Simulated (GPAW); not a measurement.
# KMgF3 (Pm-3m): G0W0 with GPAW, start to end

Wanted: ground state, empty states, screening and self-energy for KMgF3 (Pm-3m).

Program: GPAW 26.7.0. Level of theory: PBE and many-body steps on it, plane waves. Results are calculated unless marked as measured.

## Step 1: Set-up

Symmetry: Pm-3m, No. 221, cubic system. The conventional cell has a = 3.986 Å, b = 3.986 Å, c = 3.986 Å, α = 90.00°, β = 90.00°, γ = 90.00°. Nearest to K lie 12 F at 2.82 Å. Nearest to Mg lie 6 F at 1.99 Å. F has 2 Mg at 1.99 Å and 4 K at 2.82 Å nearest. Farther neighbours and most contacts between anions are not listed.

Coordinates:

```cif
data_structure
_symmetry_space_group_name_H-M 'P 1'
_symmetry_Int_Tables_number 1
_cell_length_a 3.9859
_cell_length_b 3.9859
_cell_length_c 3.9859
_cell_angle_alpha 90.000
_cell_angle_beta 90.000
_cell_angle_gamma 90.000
_cell_volume 63.33
loop_
_atom_site_label
_atom_site_type_symbol
_atom_site_fract_x
_atom_site_fract_y
_atom_site_fract_z
_atom_site_occupancy
K1 K 0.50000 0.50000 0.50000 1
Mg2 Mg 0.00000 0.00000 0.00000 1
F3 F 0.50000 0.00000 0.00000 1
F4 F 0.00000 0.50000 0.00000 1
F5 F 0.00000 0.00000 0.50000 1
```

The cell and positions come from the Crystallography Open Database and are kept as given unless a step says otherwise.

## Step 2: Ground state

This step: GPAW 26.7.0; DFT, PBE, plane waves, PAW.

The ground-state density comes first.

run.py

```python
import json
import numpy as np
from gpaw.mpi import world
from ase import Atoms
from gpaw import GPAW, PW, FermiDirac

atoms = Atoms(['K', 'Mg', 'F', 'F', 'F'],
    cell=[[3.9859000000, 0.0000000000, 0.0000000000],
      [0.0000000000, 3.9859000000, 0.0000000000],
      [0.0000000000, 0.0000000000, 3.9859000000]],
    scaled_positions=[[0.5000000000, 0.5000000000, 0.5000000000],
      [0.0000000000, 0.0000000000, 0.0000000000],
      [0.5000000000, 0.0000000000, 0.0000000000],
      [0.0000000000, 0.5000000000, 0.0000000000],
      [0.0000000000, 0.0000000000, 0.5000000000]],
    pbc=(True, True, True))
calc = GPAW(mode=PW(600),
    xc='PBE',
    kpts={'size': (6, 6, 6), 'gamma': True},
    occupations=FermiDirac(0.001),
    nbands=-8,
    convergence={'density': 1e-6, 'bands': -3},
    maxiter=100,
    txt='gs.txt')
atoms.calc = calc
res = {'energy': atoms.get_potential_energy()}
kpts = calc.get_ibz_k_points()
res['kpts'] = kpts
res['eigenvalues'] = [calc.get_eigenvalues(kpt=k) for k in range(len(kpts))]
res['n_electrons'] = calc.get_number_of_electrons()
calc.write('gs.gpw')

if world.rank == 0:
    with open('result.json', 'w') as f:
        json.dump(res, f, default=lambda x: x.tolist())
```

Started as:

```sh
mpirun -n 4 gpaw python run.py
```

Numbers of over 12 decimals in the logs are rounded to 6 here.

What it wrote:

```text
__  _  _
 | _ |_)|_||  |
 |__||  | ||/\| - 26.7.0

Input parameters:
  mode=PW(ecut=600.0),
  convergence={'density': 1e-06, 'bands': -3},
  kpts=MonkhorstPack(size=(6, 6, 6), gamma=True),
  maxiter=100,
  nbands=-8,
  occupations=Occupations(name='fermi-dirac', width=0.001, fixmagmom=False),
  xc=XC(name='PBE')
  [... matrices ...]
Diagonalizing LCAO Hamiltonian
Converting LCAO to pw mode
   .---------.
  /|         |
 * |         |
 | |         |
 | |   K     |
 F .---------.
 |F         /
 Mg---F----*

Atoms  # Å, Bohr magnetons
|   | symbol |        x |        y |        z |    initial magnetic moments |
| 0 |      K | 1.992950 | 1.992950 | 1.992950 | ( 0.0000,  0.0000,  0.0000) |
| 1 |     Mg | 0.000000 | 0.000000 | 0.000000 | ( 0.0000,  0.0000,  0.0000) |
| 2 |      F | 1.992950 | 0.000000 | 0.000000 | ( 0.0000,  0.0000,  0.0000) |
| 3 |      F | 0.000000 | 1.992950 | 0.000000 | ( 0.0000,  0.0000,  0.0000) |
| 4 |      F | 0.000000 | 0.000000 | 1.992950 | ( 0.0000,  0.0000,  0.0000) |

Unit cell  # Å
| periodic |        x |        y |        z |  lengths |    angles |
|      yes | 3.985900 | 0.000000 | 0.000000 | 3.985900 | 90.000000 |
|      yes | 0.000000 | 3.985900 | 0.000000 | 3.985900 | 90.000000 |
|      yes | 0.000000 | 0.000000 | 3.985900 | 3.985900 | 90.000000 |

Number of symmetries: 48
Symmetry operations  # r_c * U_cc + t_c -> r_c
|    | kind |            matrix            |
|  0 |  E   |  1, 0, 0,  0, 1, 0,  0, 0, 1 |
|  1 |  σ   |  1, 0, 0,  0, 1, 0,  0, 0,-1 |
|  2 |  σ   |  1, 0, 0,  0, 0, 1,  0, 1, 0 |
|  3 |  C4  |  1, 0, 0,  0, 0, 1,  0,-1, 0 |
|  4 |  C4  |  1, 0, 0,  0, 0,-1,  0, 1, 0 |
|  5 |  σ   |  1, 0, 0,  0, 0,-1,  0,-1, 0 |
|  6 |  σ   |  1, 0, 0,  0,-1, 0,  0, 0, 1 |
|  7 |  C2  |  1, 0, 0,  0,-1, 0,  0, 0,-1 |
|  8 |  σ   |  0, 1, 0,  1, 0, 0,  0, 0, 1 |
|  9 |  C2  |  0, 1, 0,  1, 0, 0,  0, 0,-1 |
| 10 |  C3  |  0, 1, 0,  0, 0, 1,  1, 0, 0 |
| 11 |  S6  |  0, 1, 0,  0, 0, 1, -1, 0, 0 |
| 12 |  S6  |  0, 1, 0,  0, 0,-1,  1, 0, 0 |
| 13 |  C3  |  0, 1, 0,  0, 0,-1, -1, 0, 0 |
| 14 |  C4  |  0, 1, 0, -1, 0, 0,  0, 0, 1 |
| 15 |  S4  |  0, 1, 0, -1, 0, 0,  0, 0,-1 |
| 16 |  C3  |  0, 0, 1,  1, 0, 0,  0, 1, 0 |
| 17 |  S6  |  0, 0, 1,  1, 0, 0,  0,-1, 0 |
| 18 |  σ   |  0, 0, 1,  0, 1, 0,  1, 0, 0 |
| 19 |  C4  |  0, 0, 1,  0, 1, 0, -1, 0, 0 |
| 20 |  C2  |  0, 0, 1,  0,-1, 0,  1, 0, 0 |
| 21 |  S4  |  0, 0, 1,  0,-1, 0, -1, 0, 0 |
| 22 |  S6  |  0, 0, 1, -1, 0, 0,  0, 1, 0 |
| 23 |  C3  |  0, 0, 1, -1, 0, 0,  0,-1, 0 |
| 24 |  S6  |  0, 0,-1,  1, 0, 0,  0, 1, 0 |
| 25 |  C3  |  0, 0,-1,  1, 0, 0,  0,-1, 0 |
| 26 |  C4  |  0, 0,-1,  0, 1, 0,  1, 0, 0 |
| 27 |  σ   |  0, 0,-1,  0, 1, 0, -1, 0, 0 |
| 28 |  S4  |  0, 0,-1,  0,-1, 0,  1, 0, 0 |
| 29 |  C2  |  0, 0,-1,  0,-1, 0, -1, 0, 0 |
| 30 |  C3  |  0, 0,-1, -1, 0, 0,  0, 1, 0 |
| 31 |  S6  |  0, 0,-1, -1, 0, 0,  0,-1, 0 |
| 32 |  C4  |  0,-1, 0,  1, 0, 0,  0, 0, 1 |
| 33 |  S4  |  0,-1, 0,  1, 0, 0,  0, 0,-1 |
| 34 |  S6  |  0,-1, 0,  0, 0, 1,  1, 0, 0 |
| 35 |  C3  |  0,-1, 0,  0, 0, 1, -1, 0, 0 |
| 36 |  C3  |  0,-1, 0,  0, 0,-1,  1, 0, 0 |
| 37 |  S6  |  0,-1, 0,  0, 0,-1, -1, 0, 0 |
| 38 |  σ   |  0,-1, 0, -1, 0, 0,  0, 0, 1 |
| 39 |  C2  |  0,-1, 0, -1, 0, 0,  0, 0,-1 |
| 40 |  σ   | -1, 0, 0,  0, 1, 0,  0, 0, 1 |
| 41 |  C2  | -1, 0, 0,  0, 1, 0,  0, 0,-1 |
| 42 |  C2  | -1, 0, 0,  0, 0, 1,  0, 1, 0 |
| 43 |  S4  | -1, 0, 0,  0, 0, 1,  0,-1, 0 |
| 44 |  S4  | -1, 0, 0,  0, 0,-1,  0, 1, 0 |
| 45 |  C2  | -1, 0, 0,  0, 0,-1,  0,-1, 0 |
| 46 |  C2  | -1, 0, 0,  0,-1, 0,  0, 0, 1 |
| 47 |  i   | -1, 0, 0,  0,-1, 0,  0, 0,-1 |

BZ-sampling:
  Number of BZ points: 216
  Number of IBZ points: 20

  Monkhorst-Pack size: [6, 6, 6]
  Monkhorst-Pack shift: [0.083333, 0.083333, 0.083333]

K-points  # in reciprocal-cell coordinates
|     |                                coordinates |     weight |
|   0 | (  0.00000000,   0.00000000,   0.00000000) | 0.00462963 |
|   1 | (  0.16666667,   0.00000000,   0.00000000) | 0.02777778 |
|   2 | (  0.16666667,   0.16666667,   0.00000000) | 0.05555556 |
|   3 | (  0.16666667,   0.16666667,   0.16666667) | 0.03703704 |
|   4 | (  0.33333333,   0.00000000,   0.00000000) | 0.02777778 |
|   5 | (  0.33333333,   0.16666667,   0.00000000) | 0.11111111 |
|   6 | (  0.33333333,   0.16666667,   0.16666667) | 0.11111111 |
|   7 | (  0.33333333,   0.33333333,   0.00000000) | 0.05555556 |
|   8 | (  0.33333333,   0.33333333,   0.16666667) | 0.11111111 |
|   9 | (  0.33333333,   0.33333333,   0.33333333) | 0.03703704 |
| ... |                                            |            |
|  19 | (  0.50000000,   0.50000000,   0.50000000) | 0.00462963 |

Plane wave coefficients: 2176
Cutoff: 600.0 eV

Spin-components: 1 (collinear spins)
Bands:           28
Projectors:      25
Spin-degeneracy: 2
Datatype:        complex128

  Storage: CPU
  Wave functions: 18_842_880 bytes (4_710_720 per core)
  Projectors: 19_515_840 bytes (4_878_960 per core)
  [... matrices ...]
Parallelization:
  kpt:    4
  domain: 1
  band:   1

Density:
  Valence electrons: 40.0
  Components: 1
  Grid points: [24 24 24]
  Charge: 0.0  # |e|

Potential:
  Grid points: [24 24 24]

species:
  K:
    name:    Potassium
    Z:       19.0
    valence: 9
    core:    10
    charge:  0.0  # [|e|]
    compensation charges:
      type: gauss
      rc: 0.35  # [Å]
      lmax: 2
    cutoffs:
      filter: 1.91  # [Å]
      core: 1.27  # [Å]
    projectors
    | kind |    occ | energy [eV] | rcut [Å] |
    |   3s |  2.000 |     -35.338 |    1.122 |
    |   4s |  1.000 |      -2.319 |    1.122 |
    |   3p |  6.000 |     -18.813 |    1.106 |
    |    p |        |       8.398 |    1.106 |
    |    d |        |       0.000 |    0.937 |

    Using partial waves for K as LCAO basis

  Mg:
    name:    Magnesium
    Z:       12.0
    valence: 10
    core:    2
    charge:  0.0  # [|e|]
    compensation charges:
      type: gauss
      rc: 0.33  # [Å]
      lmax: 2
    cutoffs:
      filter: 1.86  # [Å]
      core: 0.54  # [Å]
    projectors
    | kind |    occ | energy [eV] | rcut [Å] |
    |   2s |  2.000 |     -79.840 |    1.090 |
    |   3s |  2.000 |      -4.705 |    1.090 |
    |   2p |  6.000 |     -46.613 |    1.085 |
    |   3p |  0.000 |      -1.330 |    1.085 |
    |    d |        |       0.000 |    1.037 |

    Using partial waves for Mg as LCAO basis

  F:
    name:    Fluorine
    Z:       9.0
    valence: 7
    core:    2
    charge:  0.0  # [|e|]
    compensation charges:
      type: gauss
      rc: 0.20  # [Å]
      lmax: 2
    cutoffs:
      filter: 1.14  # [Å]
      core: 0.74  # [Å]
    projectors
    | kind |    occ | energy [eV] | rcut [Å] |
    |   2s |  2.000 |     -29.898 |    0.635 |
    |   2p |  5.000 |     -11.110 |    0.635 |
    |    s |        |      -2.687 |    0.635 |
    |    p |        |      16.102 |    0.635 |
    |    d |        |       0.000 |    0.635 |

    Using partial waves for F as LCAO basis

Reference energy: -29974.140463  # eV

eigensolver:
  PPCG
  Converge bands: -3
  niter=2

density mixing:
  MSR1-Mixer
  Pratt-step length: 0.05
  Maximum mixing coefficient: 0.75
  Old densities: 10
  SVD Regularization: 0.005
  Good broyden scale: 1.0
  Trust region scale: 1.0
  Backstep threshold: 4.0
  History deletion threshold: 6.0
  Fourier metric: weight=20.0, sigma=0.015

occupation numbers:
  Fermi-Dirac:
    width: 0.0010  # eV

poisson solver:
  ecut: 4800.0  # eV

xc functional:
  name: PBE with 2 nearest neighbor stencil

Initialization done in: 1.613 s

convergence criteria:
- Maximum integral of absolute [dens]ity change: 1e-06 electrons / valence electron
- Maximum [total energy] change in last 3 cyles: 0.0005 eV / valence electron
- Maximum integral of absolute [eigenst]ate change: 4e-08 eV^2 / valence electron
maximum number of iterations: 100

SCF iterations
|iter     |     time |      energy | eigst |  dens |
|iter:   1|  |  -25.746694 | +0.74 |       |
|iter:   2|  |  -25.400681 | +0.22 | -1.18 |
|iter:   3|  |  -24.399308 | -0.07 | -1.22 |
|iter:   4|  |  -24.421042 | -1.47 | -1.66 |
|iter:   5|  |  -24.435748 | -1.74 | -1.93 |
|iter:   6|  |  -24.435961c| -3.24 | -2.95 |
|iter:   7|  |  -24.435999c| -3.45 | -3.43 |
|iter:   8|  |  -24.436002c| -3.06 | -4.00 |
|iter:   9|  |  -24.436002c| -2.93 | -5.01 |
|iter:  10|  |  -24.436002c| -2.83 | -5.46 |
|iter:  11|  |  -24.436002c| -3.26 | -6.59c|
|iter:  12|  |  -24.436002c| -4.33 | -7.24c|
|iter:  13|  |  -24.436002c| -5.08 | -7.68c|
|iter:  14|  |  -24.436002c| -3.59 | -8.08c|
|iter:  15|  |  -24.436002c| -4.49 | -8.68c|
|iter:  16|  |  -24.436002c| -5.12 | -8.94c|
|iter:  17|  |  -24.436002c| -5.97 | -9.33c|
|iter:  18|  |  -24.436002c| -6.49 | -9.41c|
|iter:  19|  |  -24.436002c| -7.07 | -9.75c|
|iter:  20|  |  -24.436002c| -7.74c| -9.94c|

Converged in 20 steps
SCF loop duration: 9.774 s (0.489 s/step)
Energy contributions relative to reference atoms: (reference = -29974.140463)
  [... matrices ...]
Energy contributions:
  Kinetic:          28.195831
  Coulomb:         -25.318191
  Zero:             -0.065139
  External:          0.000000
  Xc:              -27.248504
  Entropy:          -0.000000
  Spinorbit:         0.000000
  ----------------------------
  Free energy:     -24.436002
  Extrapolated:    -24.436002

dipole moment: (-29.471563, -29.471563, -29.471563)  # |e|*Ang

Fermi level: 2.932
Eigenvalues  # (at kpt = [0.000, 0.000, 0.000])
| band index |      eig [eV] | occ [0-2] |
|          0 |       -70.316 |     2.000 |
|        ... |               |           |
|         12 |        -1.845 |     2.000 |
|         13 |        -1.845 |     2.000 |
|         14 |        -0.064 |     2.000 |
|         15 |        -0.064 |     2.000 |
|         16 |        -0.064 |     2.000 |
|         17 |         0.242 |     2.000 |
|         18 |         0.242 |     2.000 |
|         19 |         0.242 |     2.000 |
|         20 |         7.888 |     0.000 |
|         21 |        10.635 |     0.000 |
|         22 |        10.635 |     0.000 |
|         23 |        12.738 |     0.000 |
|         24 |        12.738 |     0.000 |
|         25 |        12.738 |     0.000 |
|         26 |        14.666 |     0.000 |
|         27 |        17.496 |     0.000 |

Gap: 7.326 eV
Transition (v -> c):
  (s=0, k=19, n=19, [0.50, 0.50, 0.50]) -> (s=0, k=0, n=20, [0.00, 0.00, 0.00])
Direct/indirect transitions are different
Direct gap: 7.646 eV
Transition at: (s=0, k=0, n=19, [0.00, 0.00, 0.00])
# Writing to gs.gpw (mode='')
  [... matrices ...]
```

The job ended after 13 s (4 MPI ranks of Arm Neoverse V1, shared host; peak memory 0.71 GiB).

This step gave:

- total energy: -24.44 eV
- gap: 7.326 eV
- k of the valence top: 0.5, 0.5, 0.5
- k of the conduction bottom: 0, 0, 0
- least direct gap: 7.646 eV

The gap is indirect, with the least direct gap 0.32 eV higher.

## Step 3: Bands along the symmetry lines

The cheap functional maps the bands first; the places of the edges decide which points the dearer methods must see.

run.py

```python
import json
import numpy as np
from gpaw.mpi import world
from gpaw import GPAW

path = [[0.000000, 0.000000, 0.000000],
    [0.000000, 0.062500, 0.000000],
    [0.000000, 0.125000, 0.000000],
    [0.000000, 0.187500, 0.000000],
    [0.000000, 0.250000, 0.000000],
    [0.000000, 0.312500, 0.000000],
    [0.000000, 0.375000, 0.000000],
    [0.000000, 0.437500, 0.000000],
    [0.000000, 0.500000, 0.000000],
    [0.062500, 0.500000, 0.000000],
    [0.125000, 0.500000, 0.000000],
    [0.187500, 0.500000, 0.000000],
    [0.250000, 0.500000, 0.000000],
    [0.312500, 0.500000, 0.000000],
    [0.375000, 0.500000, 0.000000],
    [0.437500, 0.500000, 0.000000],
    [0.500000, 0.500000, 0.000000],
    [0.437500, 0.437500, 0.000000],
    [0.375000, 0.375000, 0.000000],
    [0.312500, 0.312500, 0.000000],
    [0.250000, 0.250000, 0.000000],
    [0.187500, 0.187500, 0.000000],
    [0.125000, 0.125000, 0.000000],
    [0.062500, 0.062500, 0.000000],
    [0.000000, 0.000000, 0.000000],
    [0.062500, 0.062500, 0.062500],
    [0.125000, 0.125000, 0.125000],
    [0.187500, 0.187500, 0.187500],
    [0.250000, 0.250000, 0.250000],
    [0.312500, 0.312500, 0.312500],
    [0.375000, 0.375000, 0.375000],
    [0.437500, 0.437500, 0.437500],
    [0.500000, 0.500000, 0.500000],
    [0.437500, 0.500000, 0.437500],
    [0.375000, 0.500000, 0.375000],
    [0.312500, 0.500000, 0.312500],
    [0.250000, 0.500000, 0.250000],
    [0.187500, 0.500000, 0.187500],
    [0.125000, 0.500000, 0.125000],
    [0.062500, 0.500000, 0.062500],
    [0.000000, 0.500000, 0.000000],
    [0.500000, 0.500000, 0.500000],
    [0.500000, 0.500000, 0.437500],
    [0.500000, 0.500000, 0.375000],
    [0.500000, 0.500000, 0.312500],
    [0.500000, 0.500000, 0.250000],
    [0.500000, 0.500000, 0.187500],
    [0.500000, 0.500000, 0.125000],
    [0.500000, 0.500000, 0.062500],
    [0.500000, 0.500000, 0.000000]]
calc = GPAW('gs.gpw').fixed_density(kpts=path,
    symmetry='off',
    nbands=30,
    convergence={'bands': 26},
    txt='bands.txt')
res = {}
kpts = calc.get_ibz_k_points()
res['kpts'] = kpts
res['eigenvalues'] = [calc.get_eigenvalues(kpt=k) for k in range(len(kpts))]
res['n_electrons'] = calc.get_number_of_electrons()

if world.rank == 0:
    with open('result.json', 'w') as f:
        json.dump(res, f, default=lambda x: x.tolist())
```

Started as:

```sh
mpirun -n 4 gpaw python run.py
```

What it wrote:

```text
Diagonalizing LCAO Hamiltonian
Converting LCAO to pw mode
convergence criteria:
- Maximum integral of absolute [eigenst]ate change: 4e-08 eV^2 / valence electron
maximum number of iterations: 100

SCF iterations
|iter     |     time |      energy | eigst |  dens |
|iter:   1|  |             | +1.63 |       |
|iter:   2|  |             | +0.85 |       |
|iter:   3|  |             | +0.19 |       |
[...]
|iter:  13|  |             | -6.40 |       |
|iter:  14|  |             | -7.04 |       |
|iter:  15|  |             | -7.66c|       |
SCF steps: 15
  __  _  _
 | _ |_)|_||  |
 |__||  | ||/\| - 26.7.0

Input parameters:
  mode=PW(ecut=600.0),
  convergence={'bands': 26},
  gpts=array([24, 24, 24]),
  kpts=KPoints(kpts=array([[0.    , 0.    , 0.    ],
         [0.    , 0.0625, 0.    ],
         [0.    , 0.125 , 0.    ],
         [0.    , 0.1875, 0.    ],
         [0.    , 0.25  , 0.    ],
         [0.    , 0.3125, 0.    ],
         [0.    , 0.375 , 0.    ],
         [0.    , 0.4375, 0.    ],
[...]
[0.0625, 0.5   , 0.    ],
[...]
[0.1875, 0.5   , 0.    ],
[...]
[0.3125, 0.5   , 0.    ],
[...]
[0.4375, 0.5   , 0.    ],
[...]
[0.4375, 0.4375, 0.    ],
[...]
[0.3125, 0.3125, 0.    ],
[...]
[0.1875, 0.1875, 0.    ],
[...]
[0.0625, 0.0625, 0.    ],
[...]
[0.0625, 0.0625, 0.0625],
[...]
[0.1875, 0.1875, 0.1875],
[...]
[0.3125, 0.3125, 0.3125],
[...]
[0.4375, 0.4375, 0.4375],
[...]
[0.4375, 0.5   , 0.4375],
[...]
[0.3125, 0.5   , 0.3125],
[...]
[0.1875, 0.5   , 0.1875],
[...]
[0.0625, 0.5   , 0.0625],
[...]
[0.5   , 0.5   , 0.4375],
[...]
[0.5   , 0.5   , 0.3125],
         [0.5   , 0.5   , 0.25  ],
         [0.5   , 0.5   , 0.1875],
         [0.5   , 0.5   , 0.125 ],
         [0.5   , 0.5   , 0.0625],
         [0.5   , 0.5   , 0.    ]])),
  maxiter=100,
  nbands=30,
  occupations=Occupations(name='fermi-dirac', width=0.001, fixmagmom=False),
  parallel={},
  symmetry=Symmetry(point_group=False, time_reversal=False),
  xc=XC(name='PBE')
  [... matrices ...]
timing:  # [seconds]
  Total: 0.026  # ━━━━━━━━━━━━━━━━━━━━━━━━━━━━━━━━━━━━━━━━━━━━━━━━━━━━━━━━━━━
```

Wall time 21 s (4 MPI ranks); peak memory 0.8 GiB.

Numbers from this step:

```yaml
gap: 7.326 eV
k_of_the_valence_top: 0.5, 0.5, 0.5
k_of_the_conduction_bottom: 0, 0, 0
least_direct_gap: 7.646 eV
```

The gap is 7.326 eV, as in the run before at this level.

The electronic bands at the labelled points (eV, zero at the top of the highest filled band):

```
    point  band 17  band 18  band 19  band 20  band 21  band 22  band 23  band 24
        Γ    -0.63    -0.32    -0.32    -0.32     7.33    10.07    10.07    12.18
  halfway    -0.74    -0.74    -0.43    -0.43     8.34    10.56    10.63    12.43
        X    -0.86    -0.86    -0.53    -0.53    10.13    10.47    11.10    12.74
  halfway    -0.95    -0.75    -0.65    -0.28    10.74    10.81    11.64    12.58
        M    -1.04    -0.90    -0.90    -0.02    10.92    11.68    12.63    12.63
  halfway    -0.84    -0.60    -0.58    -0.31     9.14    10.95    11.23    12.41
        Γ    -0.63    -0.32    -0.32    -0.32     7.33    10.07    10.07    12.18
  halfway    -1.21    -0.35    -0.35    -0.32     9.67    11.37    11.37    12.36
        R    -1.11     0.00     0.00     0.00    10.44    10.44    10.44    13.90
  halfway    -1.09    -0.38    -0.37    -0.22    10.70    11.00    11.60    12.14
        X    -0.86    -0.86    -0.53    -0.53    10.13    10.47    11.10    12.74
jump to R    -1.11     0.00     0.00     0.00    10.44    10.44    10.44    13.90
  halfway    -1.11    -0.31    -0.31    -0.01    10.68    11.11    11.11    12.40
        M    -1.04    -0.90    -0.90    -0.02    10.92    11.68    12.63    12.63
```

## Step 4: Empty states on the mesh, 4×4×4 mesh, 301 bands

The sums over transitions need many empty states on a uniform mesh; this step solves for them.

run.py

```python
import json
import numpy as np
from gpaw.mpi import world
from gpaw import GPAW

calc = GPAW('gs.gpw').fixed_density(kpts={'size': (4, 4, 4), 'gamma': True},
    parallel={'domain': 1, 'band': 1},
    txt='nscf.txt')
calc.diagonalize_full_hamiltonian(nbands=301)
calc.write('full.gpw', mode='all')
res = {}
kpts = calc.get_ibz_k_points()
res['kpts'] = kpts
res['eigenvalues'] = [calc.get_eigenvalues(kpt=k) for k in range(len(kpts))]
res['n_electrons'] = calc.get_number_of_electrons()

if world.rank == 0:
    with open('result.json', 'w') as f:
        json.dump(res, f, default=lambda x: x.tolist())
```

Started as:

```sh
mpirun -n 4 gpaw python run.py
```

What it wrote:

```text
Diagonalizing LCAO Hamiltonian
Converting LCAO to pw mode
convergence criteria:
- Maximum integral of absolute [eigenst]ate change: 4e-08 eV^2 / valence electron
maximum number of iterations: 100

SCF iterations
|iter     |     time |      energy | eigst |  dens |
|iter:   1|  |             | +0.91 |       |
|iter:   2|  |             | +0.52 |       |
|iter:   3|  |             | -0.16 |       |
[...]
|iter:  33|  |             | -6.99 |       |
|iter:  34|  |             | -7.25 |       |
|iter:  35|  |             | -7.43c|       |
SCF steps: 35
  __  _  _
 | _ |_)|_||  |
 |__||  | ||/\| - 26.7.0

Input parameters:
  mode=PW(ecut=600.0),
  convergence={'density': 1e-06, 'bands': -3},
  gpts=array([24, 24, 24]),
  kpts=MonkhorstPack(size=(4, 4, 4), gamma=True),
  maxiter=100,
  nbands=28,
  occupations=Occupations(name='fermi-dirac', width=0.001, fixmagmom=False),
  parallel={'domain': 1, 'band': 1},
  xc=XC(name='PBE')
Matrix size: 2103x2103
# Writing to full.gpw (mode='all')
  [... matrices ...]

timing:  # [seconds]
  Total: 28.061  # ━━━━━━━━━━━━━━━━━━━━━━━━━━━━━━━━━━━━━━━━━━━━━━━━━━━━━━━━━━
```

Elapsed: 40 s, on 4 MPI ranks; peak memory 2.2 GiB; 2.7 min of CPU time.

Numbers from this step:

```
gap                                                           : 7.326 eV
k of the valence top                                          : 0.5, 0.5, 0.5
k of the conduction bottom                                    : 0, 0, 0
least direct gap                                              : 7.646 eV
k points computed                                             : 10
lowest point of the top converged band, above the valence top : 150.2109 eV
```

On this mesh the gap is 7.326 eV.

(Part 1 of 2 ends here.)

[Paths, hosts, dates, memory and timing lines, banners, echoed tables and standing remarks are left out of the program output.]

[Logs are printed without paths, hosts, clocks, repeated set-up lines and the standing remarks that a program may print on its own settings, such as how far it seeks lower states.]

[Runs of the session that timed out or met a known fault of the program may be left out.]

[Hosts, paths, dates, database ids (printed as entryN), source tags and the programs' standing remarks are cut or masked in the printed files.]
